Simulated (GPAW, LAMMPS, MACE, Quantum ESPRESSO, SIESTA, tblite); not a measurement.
**Forces in amorphous In2O3 (100 atoms), program by program**

One geometry of amorphous In2O3 (100 atoms) is solved by several programs and methods. How far do their forces lie from a plane-wave PBE run?

Results are calculated, not measured.

## 1. The structure

The cell holds 100 atoms (40 In and 60 O), with edges of 11.19, 11.19 and 11.19 Å. Recipe: 100 atoms (40 Sc, 60 O) placed at random at 3.63 g/cm³, melted at 5000 K for 10 ps at fixed volume with the Morse and Coulomb pair potential with partial charges (Pedone, Malavasi, Menziani, Cormack and Segre, J. Phys. Chem. B 110, 11780 (2006)). Quenched from 5000 K to 300 K at 20 K/ps and fixed volume, held 10 ps at zero pressure, then minimised at fixed cell. Then Sc was replaced by In and the cell scaled by 1.038 (the potential has no terms for the new elements, so the cell is a start for a DFT relaxation). The density is 6.59 g/cm³.

## 2. The reference input

Quantum ESPRESSO 7.5: Kohn-Sham DFT, PBE, SSSP efficiency 1.3.0 pseudopotentials, plane waves. Its input, pw.in:

```
&control
  calculation = 'scf'
  pseudo_dir = './pseudo'
  outdir = './tmp'
  disk_io = 'none'
  tprnfor = .true.
  tstress = .true.
/
&system
  ibrav = 0
  nat = 100
  ntyp = 2
  ecutwfc = 60
  ecutrho = 480
  nosym = .true.
  occupations = 'smearing'
  smearing = 'fd'
  degauss = 0.003675
/
&electrons
  conv_thr = 5.0e-07
  electron_maxstep = 100
  mixing_beta = 0.4
  mixing_mode = 'plain'
  diagonalization = 'david'
/
ATOMIC_SPECIES
In 114.818 In.upf
O 15.999 O.upf
CELL_PARAMETERS angstrom
11.18690 0.00000 0.00000
0.00000 11.18690 0.00000
0.00000 0.00000 11.18690
ATOMIC_POSITIONS crystal
In 0.57638 0.03391 0.02035
In 0.20479 0.68356 0.65212
In 0.67004 0.59314 0.82357
In 0.81209 0.16053 0.65470
[... 94 atom lines left out ...]
O 0.43034 0.02606 0.43733
O 0.14525 0.44908 0.07011
K_POINTS gamma
```

```console
$ OMP_NUM_THREADS=1 mpirun -np 4 pw.x -in pw.in > output.txt
```

It took 6.5 min on 4 MPI ranks of Arm Neoverse V2, shared host; peak memory 5.4 GiB.

It converged with an r.m.s. force component of 0.23 eV/Å and a pressure of -1.2 GPa.

## 3. The other programs

- GPAW 26.7.0: PAW with atomic orbitals (LCAO), plane waves or a real-space grid of spacing h.
- MACE: machine-learned potential, published weights.
- Quantum ESPRESSO 7.5: plane waves; labels (QE) give functional, pseudopotential set and cutoffs of waves/density.
- SIESTA 5.4.2: numerical atomic orbitals, whose automatically made sets are far from complete, with PseudoDojo norm-conserving potentials that we converted to its format (checked against plane waves on the same files for H, C, O, Si, Ge and Ca alone); labels give functional, basis size, energy shift and mesh cutoff.

All use the same cell and atoms, and the electronic-structure runs the same k-mesh.

## 4. Side by side

Differences are against the reference: forces as r.m.s. over components, share as that over the reference's r.m.s. force, slope as the fitted ratio of a run's forces to the reference's.

```tsv
run	Δ force, r.m.s. (meV/Å)	share (%)	slope	Δ pressure (GPa)	cores	CPU time	memory (GiB)
reference	-	-	-	-	4	26 min	5.4
GPAW PBE, LCAO dzp, h 0.18 Å	61.0	26.8	1.078	-	2	7.7 min	2.8
GPAW PBE, LCAO dzp, h 0.18 Å, other mixer settings	61.0	26.8	1.079	-	2	9.1 min	2.8
GPAW PBE, LCAO dzp, h 0.22 Å (coarse)	123	53.9	1.066	-	1	4.3 min	1.5
GPAW PBE, LCAO szp(dzp), h 0.18 Å (coarse)	82.0	36.0	1.181	-	1	6.1 min	2.4
MACE MP-0b2 small potential	48.9	21.5	0.905	0.622	1	5.6 s	0.68
MACE MP-0b3 medium potential	37.5	16.5	0.953	0.336	1	7.4 s	1.1
MACE MPA-0 medium potential	39.8	17.5	0.920	0.235	1	7.4 s	1.1
QE PBE, gbrv-1.5, 40/200 Ry	27.7	12.2	0.978	-1.65	4	13 min	2.0
SIESTA PBE, DZ, shift 0.01 Ry, mesh 500 Ry (coarse)	119	52.3	1.130	0.547	2	5.5 min	2.3
SIESTA PBE, DZP, shift 0.01 Ry, mesh 500 Ry	78.5	34.5	1.113	1.16	4	14 min	4.1
SIESTA PBE, DZP, shift 0.01 Ry, mesh 700 Ry	78.6	34.5	1.114	1.16	4	20 min	5.4
SIESTA PBE, SZ, shift 0.02 Ry, mesh 500 Ry (coarse)	182	80.1	1.252	-6.13	1	3.7 min	1.3
SIESTA PBE, TZP, shift 0.01 Ry, mesh 500 Ry	49.4	21.7	1.088	0.243	4	20 min	4.8
```

Rows marked coarse were listed beforehand as settings not expected to be converged; some can still land near the reference.

Times of the machine-learned potentials are mostly Python's start and the loading of weights.

Runs without a result: tblite GFN1-xTB (ended with an error or stopped unconverged).

CPU time is summed over cores on shared hosts, so it is rough.

## 5. What came out

Forces lie from 12 % (QE PBE, gbrv-1.5, 40/200 Ry) to 80 % (SIESTA PBE, SZ, shift 0.02 Ry, mesh 500 Ry, coarse) of the reference's r.m.s. force of 0.23 eV/Å away from it. Other PBE runs on plane waves or a grid: QE PBE, gbrv-1.5, 40/200 Ry 12 % of the r.m.s. force; potentials, cutoffs or grids differ between them, and this table alone doesn't tell which side is nearer the exact PBE result. The PBE runs in local orbitals, coarse settings apart, differ by 22 % (SIESTA PBE, TZP, shift 0.01 Ry, mesh 500 Ry) to 35 % (SIESTA PBE, DZP, shift 0.01 Ry, mesh 700 Ry); basis, grid and potentials can all enter. Machine-learned potentials differ by 16 % (MACE MP-0b3 medium potential) to 21 % (MACE MP-0b2 small potential); they were trained on other programs' data.

Runs with settings chosen to be coarse differ by 36 % (GPAW PBE, LCAO szp(dzp), h 0.18 Å) to 80 % (SIESTA PBE, SZ, shift 0.02 Ry, mesh 500 Ry), their programs' other errors included. GPAW PBE, LCAO szp(dzp), h 0.18 Å stiffens the forces by a factor of 1.18 while following their directions (correlation 0.967). From GPAW PBE, LCAO dzp, h 0.22 Å to the finer GPAW PBE, LCAO dzp, h 0.18 Å, other mixer settings the share falls from 54 to 27 %. From SIESTA PBE, DZP, shift 0.01 Ry, mesh 500 Ry to the finer SIESTA PBE, DZP, shift 0.01 Ry, mesh 700 Ry the share goes from 34.5 to 34.5 %, so the grid isn't what parts these runs from the reference. Pressures at PBE, coarse settings apart, lie -1.65 to +1.16 GPa from the reference's.

Caveats: The reference's pressure holds the uncorrected Pulay stress of its 60 Ry basis, so small pressure differences may be the reference's own error. Machine-learned potentials mimic data converged in k, so the reference's own k-point error enters their differences. The quench rate of 20 K/ps is many orders above laboratory rates, so the cell is likely richer in defects and strain than a real sample. The network of bonds at the start is that of the classical potential that made the cell, and needn't be the one that DFT or experiment would give. The electronic-structure runs sample only Γ, in a cell whose shortest periodic width is 11 Å. Spin–orbit coupling is left out. Where levels are smeared, the DFT runs use Fermi–Dirac occupations at 580 K (0.05 eV), and energies are free energies. The reference's cutoffs and mesh weren't converged further here.

[Logs are printed without paths, hosts, clocks, repeated set-up lines and the standing remarks that a program may print on its own settings, such as how far it seeks lower states.]

[Hosts, paths, dates, database ids (printed as entryN), source tags and the programs' standing remarks are cut or masked in the printed files.]

[Cells were taken only where this reference lay near another plane-wave run.]
